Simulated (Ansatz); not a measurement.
## Decaying states in the gap of Sr4Te3O

Wanted: the relaxed cell of Sr4Te3O, its band edges and its decay constants. It is built by putting Te for Se, O for S in the Sr4Se3S structure of space group R-3m, with the volume rescaled by atomic radii. The parent structure comes from the Materials Project.

Main program and level: Ansatz 0.2.0; PBE DFT, plane waves, PAW files, in the first sound run; inputs show where later runs differ.

This is a report of a sequence of runs, with most program output left out.

The structure was built from a prototype and need not be the compound's stable phase.

## (1) Starting point

It takes space group R-3m (No. 166, trigonal). Conventional cell: a = 4.439 Å, b = 4.439 Å, c = 43.524 Å, α = 90.00°, β = 90.00°, γ = 120.00°. Nearest to Sr lie 6 Te at 3.16 Å. Nearest to Sr lie 3 O at 3.09 Å and 3 Te at 3.16 Å. Nearest to Te lie 6 Sr at 3.16 Å. Te has 6 Sr at 3.16 Å nearest. Nearest to O lie 6 Sr at 3.09 Å. It derives from Sr4Se3S. Te for Se, O for S in the Sr4Se3S structure of space group R-3m. Farther neighbours and most contacts between anions are not listed.

## (2) Cell and atoms at rest

The substituted atoms don't fit the parent's cell, so cell and atoms relax together. A small smearing keeps the run stable in case the gap closes on the way.

Input file input.yaml:

```yaml
crystal:
  lattice:
    - [2.2196457119, 1.2815130493, 14.5081003484]
    - [-2.2196457119, 1.2815130493, 14.5081003484]
    - [0.0, -2.5630260986, 14.5081003484]
  atoms:
    - { symbol: Sr, position: [0.87570932, 0.87570932, 0.87570932] }
    - { symbol: Sr, position: [0.12429068, 0.12429068, 0.12429068] }
    - { symbol: Sr, position: [0.372891, 0.372891, 0.372891] }
    - { symbol: Sr, position: [0.627109, 0.627109, 0.627109] }
    - { symbol: Te, position: [0.25142701, 0.25142701, 0.25142701] }
    - { symbol: Te, position: [0.5, 0.5, 0.5] }
    - { symbol: Te, position: [0.74857299, 0.74857299, 0.74857299] }
    - { symbol: O, position: [0.0, 0.0, 0.0] }
kpoints:
  mp_grid: { grid: [6, 6, 6] }
scf:
  occupations: { method: gaussian, width: 0.03 }
hamiltonian:
  xc: pbe
output:
  forces: true
  stress: true
relax:
  f_tol: 0.02
  max_steps: 60
  cell: {}
```

Started as:

```sh
> ansatz run input.yaml --threads 2 --pin off --max-ram 4096MiB --backend cpu --events-out ev --progress --plain --runs-dir out
```

Run time: 84 s. Hardware: 2 threads of Arm Neoverse V2, shared host; peak memory 0.72 GiB.

Step by step:

| step | energy less that of the first step (eV) | largest force component (eV/Å) | pressure (GPa) | volume (Å³) |
| --- | --- | --- | --- | --- |
| 1 | 0.0000 | 2.1820 | 3.57 | 247.61 |
| 2 | -0.6866 | 0.7364 | 1.07 | 255.37 |
| 3 | -1.0070 | 0.2986 | 0.02 | 256.49 |
| 4 | -1.0279 | 0.0499 | 0.01 | 255.76 |
| 5 | -1.0283 | 0.0039 | 0.01 | 255.83 |
| 6* | -1.0322 | 0.0039 | 0.03 | 255.83 |
| 7 | -1.0322 | 0.0015 | 0.01 | 255.98 |
| 8* | -1.0323 | 0.0015 | 0.01 | 255.98 |

Relaxation steps marked * repeat the geometry before them on a plane-wave basis chosen anew for their cell, so energy and pressure can jump there.

Forces are held to the 12 operations that the run works with; a distortion that breaks them can't arise in this run.

| conventional cell, symmetrised | before | after | change |
| --- | --- | --- | --- |
| a (Å) | 4.439 | 4.449 | +0.2 % |
| b (Å) | 4.439 | 4.449 | +0.2 % |
| c (Å) | 43.524 | 44.806 | +2.9 % |
| volume (Å³/atom) | 30.95 | 32.00 | +3.4 % |

The atoms that moved most (Å, as changes of fractional coordinates times the final cell):

| atom | dx | dy | dz | length |
| --- | --- | --- | --- | --- |
| Sr3 | 0.000 | 0.000 | -0.432 | 0.432 |
| Sr4 | 0.000 | 0.000 | 0.432 | 0.432 |
| Te7 | 0.000 | 0.000 | -0.290 | 0.290 |
| Te5 | 0.000 | 0.000 | 0.290 | 0.290 |
| Sr2 | 0.000 | 0.000 | -0.146 | 0.146 |
| Sr1 | 0.000 | 0.000 | 0.146 | 0.146 |

This step gave:

* free energy: -35696.0948 eV
* Fermi energy: 8.049 eV
* pressure: 0.008491 GPa

The largest force component on a free atom ends at 0.0015 eV/Å.

## (3) The bulk crystal and its band edges

The energy window and the wavevectors of the next steps follow from the band edges, so these are searched first, off the mesh as well.

Input file input.yaml:

```yaml
crystal:
  lattice:
    - [2.2243158942, 1.2842093803, 14.9353300008]
    - [-2.2243158942, 1.2842093803, 14.9353300008]
    - [0.0, -2.5684187606, 14.9353300008]
  atoms:
    - { symbol: Sr, position: [0.878970033, 0.878970033, 0.878970033] }
    - { symbol: Sr, position: [0.121029967, 0.121029967, 0.121029967] }
    - { symbol: Sr, position: [0.3632536768, 0.3632536768, 0.3632536768] }
    - { symbol: Sr, position: [0.6367463232, 0.6367463232, 0.6367463232] }
    - { symbol: Te, position: [0.2578928009, 0.2578928009, 0.2578928009] }
    - { symbol: Te, position: [0.5, 0.5, 0.5] }
    - { symbol: Te, position: [0.7421071991, 0.7421071991, 0.7421071991] }
    - { symbol: O, position: [0.0, 0.0, 0.0] }
kpoints:
  mp_grid: { grid: [6, 6, 6] }
  band_path: { path: [VBM, CBM], npoints: 30 }
scf:
  occupations: { method: fixed }
hamiltonian:
  xc: pbe
output:
  eigenvalues: true
  write_potential: true
  write_density: true
  volumetric_format: npy
  elf: true
```

Elapsed: 52 s, on 2 threads; peak memory 0.69 GiB; 1.7 min of CPU time.

This step gave:

| Item | Value |
| --- | --- |
| free energy | -35696.0949 eV |
| Fermi energy | 7.281 eV |
| gap on the k-mesh | 1.535 eV |
| gap on path | 1.535 eV, by band count; negative where bands overlap |
| direct gap on path | 1.778 eV |
| edge places on path | 0, 0.8274 1/A along the path |

The electronic bands at the labelled points (eV, zero at the Fermi level (highest filled level under fixed occupations); v1 is the highest filled band, c1 the lowest empty one):

| point | v4 | v3 | v2 | v1 | c1 | c2 | c3 | c4 |
| --- | --- | --- | --- | --- | --- | --- | --- | --- |
| VBM | -0.45 | -0.45 | 0.00 | 0.00 | 1.78 | 2.87 | 3.19 | 3.29 |
| halfway | -0.98 | -0.89 | -0.66 | -0.47 | 2.16 | 2.62 | 2.80 | 3.21 |
| CBM | -1.12 | -1.08 | -0.90 | -0.70 | 1.54 | 2.64 | 2.74 | 3.78 |

ELF in the ac plane of the cell as run, not the conventional one, at fractional y = 0.000, with atoms of O within 0.2 Å of it. It is the smooth field of the valence electrons, not physical close to the nuclei.

Ten even steps from '0' (0.02) to '9' (0.85), each cell a mean:
```
7688620001332135762000100027997410100001379
7888984100245532233100011101599984100000014
2579998630014677531100001111038999840000000
0025799974101367886420000122211599897300000
1000146887510025788875310002232126988972001
2221001356652001368878864100123321379999511
1345421002354200014787778742012333113799972
4135665310012220000257776787410123321137998
8522578763100001000003677667873101222100368
4642257888631000000000136776778520001111002
0122114788886200000000001477767873100011100
0000000368777752000000000025777787510000001
0110000025877777520000000000257878862000000
0001110001478767774100000000002688887311321
5200112100026876677631000000000136788741257
9973002222101478766776200000110001367775226
5999731123321014787777752000123210013566521
1389997311333200247877787410013554210023442
1015999973123321001467888863000367763100122
1000279889621222100013578887520025888741000
0000003899994111210000024678753101489997520
1000000148999730111100011125665310037999985
7410000001489985100110002432234431001589778
7873100011114799620000000377631222100036885
```
Columns run along a (15.2 Å), rows up along c (15.2 Å). Atoms in or near the plane, at fractional coordinates: O at (0.00, 0.00).

Valence density in the ac plane of the cell as run, not the conventional one, at fractional y = 0.000, with atoms of O within 0.2 Å of it. It is the smooth field of the valence electrons, not physical close to the nuclei.

Values in e/Å³, 13 rows by 16 columns, each cell a mean:
```
4.0 1.9 0.1 0.0 0.1 0.2 0.3 0.1 0.0 0.1 0.7 1.1 0.2 0.0 0.0 0.5
0.2 1.6 0.9 0.1 0.1 0.1 0.2 0.1 0.0 0.0 0.1 1.0 1.9 0.5 0.0 0.0
0.0 0.1 0.4 0.3 0.1 0.1 0.2 0.3 0.1 0.0 0.0 0.1 0.9 2.2 0.8 0.1
0.1 0.1 0.0 0.1 0.1 0.1 0.1 0.3 0.4 0.2 0.0 0.0 0.1 0.5 1.6 0.7
0.4 0.1 0.1 0.1 0.1 0.1 0.1 0.1 0.3 0.5 0.3 0.1 0.0 0.1 0.2 0.7
0.2 0.2 0.2 0.3 0.1 0.1 0.0 0.1 0.1 0.3 0.5 0.3 0.1 0.0 0.0 0.1
0.0 0.1 0.1 0.2 0.4 0.3 0.1 0.1 0.0 0.1 0.2 0.4 0.3 0.1 0.1 0.1
0.1 0.1 0.0 0.1 0.2 0.5 0.4 0.1 0.1 0.0 0.1 0.1 0.2 0.2 0.1 0.2
0.8 0.4 0.1 0.0 0.0 0.2 0.4 0.4 0.1 0.1 0.1 0.1 0.1 0.1 0.1 0.3
0.4 1.7 1.0 0.1 0.1 0.0 0.1 0.3 0.3 0.1 0.1 0.1 0.1 0.1 0.1 0.1
0.0 0.3 1.9 1.5 0.2 0.1 0.0 0.1 0.2 0.2 0.1 0.1 0.2 0.5 0.1 0.0
0.0 0.0 0.2 1.5 1.5 0.2 0.1 0.0 0.1 0.2 0.1 0.1 0.0 0.5 2.1 0.6
1.6 0.1 0.0 0.1 0.7 0.9 0.1 0.0 0.1 0.2 0.3 0.1 0.0 0.0 0.8 4.4
```
Columns run along a (15.2 Å), rows up along c (15.2 Å). Atoms in or near the plane, at fractional coordinates: O at (0.00, 0.00).

Electrostatic potential energy in the ac plane of the cell as run, not the conventional one, at fractional y = 0.000, with atoms of O within 0.2 Å of it. With pseudopotentials it is smooth inside the atoms' cores, unlike the true potential.

Ten even steps from '0' (-41 eV) to '9' (12 eV), each cell a mean:
```
1037999999999887778899999986445789999999996
9522599999999999888889999998740147899999999
9996348999999999998888999999975101478999999
9999987999999999999999999999998730014799999
9999999999999999999899999999999986200158999
9999999999999999999888999999999999851003789
9999999999999999999987788999999999987510158
7899999999999999999998877789999999999875335
6789999999999999998899987668999999999998865
7778899999999999999888998866789999999999998
9888889998899998889988889988767899999999999
9999889998888899888899888899887789999999999
9999999999987788998888998889999888999888899
9999999999998766889988889998899999899988888
7899999999999987678999888999999999999998877
5568899999999999866789998999999999999999987
7412578999999999988778999999999999999999998
9751015799999999999887889999999999999999999
9986200158999999999999888999999999999999999
9999851002689999999999999999999999999999999
9999997410037899999999999999999999998679999
9999999874101589999999888899999999999733699
9999999998742157899999988778899999999984115
1699999999987655789999998776788999999999720
```
Columns run along a (15.2 Å; values clipped at the 3rd and 97th percentile), rows up along c (15.2 Å). Atoms in or near the plane, at fractional coordinates: O at (0.00, 0.00).

The searched edges give 1.54 eV, as on the mesh.

## (4) Complex bands

This step: PBE DFT, plane waves, PAW files; complex bands by layer matching along the plane's normal (Ansatz 0.2.0).

The same crystal is laid in a cell whose first two vectors span the (001) plane (indices of the standard conventional cell, whose axes can be ordered otherwise than in the bulk input). At fixed energy and wavevector in the plane the solver finds all kz, real and complex. A few wavevectors are listed, (0, 0), (0, -0.5) and (0.5, 0) in units of the plane's reciprocal vectors; the slowest state needn't be among them.

Input file input.yaml:

```yaml
crystal:
  lattice:
    - [4.448631788, 0.0, 0.0]
    - [2.224315894, 3.852628141, 0.0]
    - [2.224315894, 1.28420938, 14.935330001]
  atoms:
    - { symbol: Sr, position: [0.121029967, 0.121029967, 0.636910099] }
    - { symbol: Sr, position: [0.878970033, 0.878970033, 0.363089901] }
    - { symbol: Sr, position: [0.6367463232, 0.6367463232, 0.0897610304] }
    - { symbol: Sr, position: [0.3632536768, 0.3632536768, 0.9102389696] }
    - { symbol: Te, position: [0.7421071991, 0.7421071991, 0.7736784027] }
    - { symbol: Te, position: [0.5, 0.5, 0.5] }
    - { symbol: Te, position: [0.2578928009, 0.2578928009, 0.2263215973] }
    - { symbol: O, position: [0.0, 0.0, 0.0] }
kpoints:
  mp_grid: { grid: [6, 6, 6] }
scf:
  occupations: { method: fixed }
hamiltonian:
  xc: pbe
output:
  eigenvalues: true
  transmission:
    leads: [[0, 0]]
    kpoints: [[0.0, 0.0], [0.0, -0.5], [0.5, 0.0]]
    e_range: [-1.0, 2.54]
    de: 0.06
```

Wall time 58 s (2 threads); peak memory 0.67 GiB.

This step gave:

```
level to which the leads are filled                       : 0.7677 eV from the Fermi level
decay constant at the filling level, zone centre          : 0.1661 Å⁻¹
decay constant at the filling level, slowest listed point : 0.1661 Å⁻¹
```

K parallel (0, 0); values up to 1.207 1/Å, a degenerate pair printed once or twice; energies at which all values exceed this have no row. Im kz of the slowest decaying states against energy, zero at the highest filled level on the SCF mesh:

| energy (eV) | decay 1 (Å⁻¹) | decay 2 (Å⁻¹) | decay 3 (Å⁻¹) | decay 4 (Å⁻¹) |
| --- | --- | --- | --- | --- |
| -1.0000 | 0.255 | 0.883 | 0.984 | - |
| -0.7600 | 0.863 | 0.959 | - | - |
| -0.5200 | 0.0573 | 0.0914 | 0.843 | 0.934 |
| -0.2200 | 0.0984 | 0.125 | 0.817 | 0.900 |
| 0.0200 | 0.0780 | 0.150 | 0.795 | 0.873 |
| 0.2600 | 0.163 | 0.237 | 0.772 | 0.844 |
| 0.5000 | 0.168 | 0.298 | 0.748 | 0.814 |
| 0.7400 | 0.166 | 0.335 | 0.723 | 0.782 |
| 0.9800 | 0.158 | 0.358 | 0.681 | 0.711 |
| 1.2200 | 0.141 | 0.373 | 0.645 | 0.691 |
| 1.5200 | 0.104 | 0.382 | 0.601 | 0.660 |
| 1.7600 | 0.0288 | 0.383 | 0.564 | 0.627 |
| 2.0000 | 0.378 | 0.528 | 0.585 | 0.595 |
| 2.2400 | 0.368 | 0.493 | 0.539 | 0.549 |
| 2.4800 | 0.350 | 0.474 | 0.491 | - |

K parallel (0, -0.5); values up to 1.207 1/Å, a degenerate pair printed once or twice; energies at which all values exceed this have no row. Table of Im kz of the slowest decaying states by energy, zero at the highest filled level on the SCF mesh:

| energy (eV) | decay 1 (Å⁻¹) | decay 2 (Å⁻¹) | decay 3 (Å⁻¹) | decay 4 (Å⁻¹) |
| --- | --- | --- | --- | --- |
| -1.00 | 0.125 | 0.171 | 0.421 | 0.645 |
| -0.82 | 0.161 | 0.187 | 0.457 | 0.644 |
| -0.64 | 0.224 | 0.249 | 0.480 | 0.643 |
| -0.46 | 0.251 | 0.394 | 0.495 | 0.642 |
| -0.28 | 0.269 | 0.469 | 0.504 | 0.643 |
| -0.10 | 0.281 | 0.508 | 0.519 | 0.646 |
| 0.02 | 0.286 | 0.509 | 0.545 | 0.651 |
| 0.08 | 0.287 | 0.509 | 0.556 | 0.654 |
| 0.26 | 0.289 | 0.507 | 0.584 | 0.671 |
| 0.44 | 0.285 | 0.503 | 0.605 | 0.709 |
| 0.62 | 0.275 | 0.498 | 0.622 | 0.824 |
| 0.80 | 0.258 | 0.492 | 0.635 | 0.680 |
| 0.92 | 0.243 | 0.488 | 0.638 | 0.642 |
| 1.10 | 0.213 | 0.482 | 0.595 | 0.650 |
| 1.28 | 0.169 | 0.475 | 0.561 | 0.656 |
| 1.46 | 0.0946 | 0.468 | 0.531 | 0.659 |
| 1.64 | 0.460 | 0.504 | 0.661 | 0.988 |
| 1.82 | 0.0156 | 0.451 | 0.478 | 0.662 |
| 2.00 | 0.440 | 0.452 | 0.661 | 0.977 |
| 2.18 | 0.426 | 0.429 | 0.660 | 0.969 |
| 2.36 | 0.399 | 0.416 | 0.658 | 0.959 |
| 2.54 | 0.371 | 0.401 | 0.656 | 0.949 |

K parallel (0.5, 0); values up to 1.207 1/Å, a degenerate pair printed once or twice; energies at which all values exceed this have no row. Im kz of the slowest decaying states against energy, zero at the highest filled level on the SCF mesh:

| energy (eV) | decay 1 (Å⁻¹) | decay 2 (Å⁻¹) | decay 3 (Å⁻¹) | decay 4 (Å⁻¹) |
| --- | --- | --- | --- | --- |
| -1.00 | 0.125 | 0.171 | 0.421 | 0.645 |
| -0.82 | 0.161 | 0.187 | 0.457 | 0.644 |
| -0.64 | 0.224 | 0.249 | 0.480 | 0.643 |
| -0.46 | 0.251 | 0.394 | 0.495 | 0.642 |
| -0.28 | 0.269 | 0.469 | 0.504 | 0.643 |
| -0.10 | 0.281 | 0.508 | 0.519 | 0.646 |
| 0.02 | 0.286 | 0.509 | 0.545 | 0.651 |
| 0.08 | 0.287 | 0.509 | 0.556 | 0.654 |
| 0.26 | 0.289 | 0.507 | 0.584 | 0.671 |
| 0.44 | 0.285 | 0.503 | 0.605 | 0.709 |
| 0.62 | 0.275 | 0.498 | 0.622 | 0.824 |
| 0.80 | 0.258 | 0.492 | 0.635 | 0.680 |
| 0.92 | 0.243 | 0.488 | 0.638 | 0.642 |
| 1.10 | 0.213 | 0.482 | 0.595 | 0.650 |
| 1.28 | 0.169 | 0.475 | 0.561 | 0.656 |
| 1.46 | 0.0946 | 0.468 | 0.531 | 0.659 |
| 1.64 | 0.460 | 0.504 | 0.661 | 0.988 |
| 1.82 | 0.0156 | 0.451 | 0.478 | 0.662 |
| 2.00 | 0.440 | 0.452 | 0.661 | 0.977 |
| 2.18 | 0.426 | 0.429 | 0.660 | 0.969 |
| 2.36 | 0.399 | 0.416 | 0.658 | 0.959 |
| 2.54 | 0.371 | 0.401 | 0.656 | 0.949 |

At the listed wavevectors the last open channel is at -0.04 eV and the next at +1.58 eV on the grid. At +0.74 eV, the grid energy nearest the filling level (the middle of the gap on the SCF mesh), the slowest state at the listed wavevectors decays with κ = 0.166 Å⁻¹, its amplitude falling by e over 6.0 Å. Through 1 nm of this crystal that state's transmission falls by exp(−2 × 0.166 Å⁻¹ × 10 Å) = 0.036.

## (5) Decay over the two-dimensional zone

The listed points could miss the slowest state, so one energy near mid-gap is solved on a mesh of 8×8.

input.yaml, as its differences from that of step 4:

```diff
@@ -22,6 +22,2 @@
   eigenvalues: true
-  transmission:
-    leads: [[0, 0]]
-    kpoints: [[0.0, 0.0], [0.0, -0.5], [0.5, 0.0]]
-    e_range: [-1.0, 2.54]
-    de: 0.06
+  transmission: { leads: [[0, 0]], kmesh: [8, 8], e_range: [0.77, 0.78], de: 0.05 }
```

The job ended after 25 s (2 threads; peak memory 0.74 GiB).

This step gave:

```yaml
least_decay_constant_on_the_mesh: 0.1655 Å⁻¹
```

Slowest decay constant (1/Å; 0 where a channel is open) over k1 and k2. At 0.7700 eV from the Fermi level.

Ten even steps from '0' (0.166) to '9' (0.428):
```
59954554
99954645
55563365
34430344
55633655
95464599
54554599
35953595
```
Columns: k1 (b1) from -0.5 to 0.375; rows upwards: k2 (b2) from -0.5 to 0.375.

The least value on the mesh is 0.166 Å⁻¹ at +0.77 eV. At that energy the listed points give about 0.165 Å⁻¹ by interpolation, so the mesh holds no clearly slower state.

(Part 1 of 2 ends here.)

[Logs are printed without paths, hosts, clocks, repeated set-up lines and the standing remarks that a program may print on its own settings, such as how far it seeks lower states.]

[Hosts, paths, dates, database ids (printed as entryN), source tags and the programs' standing remarks are cut or masked in the printed files.]
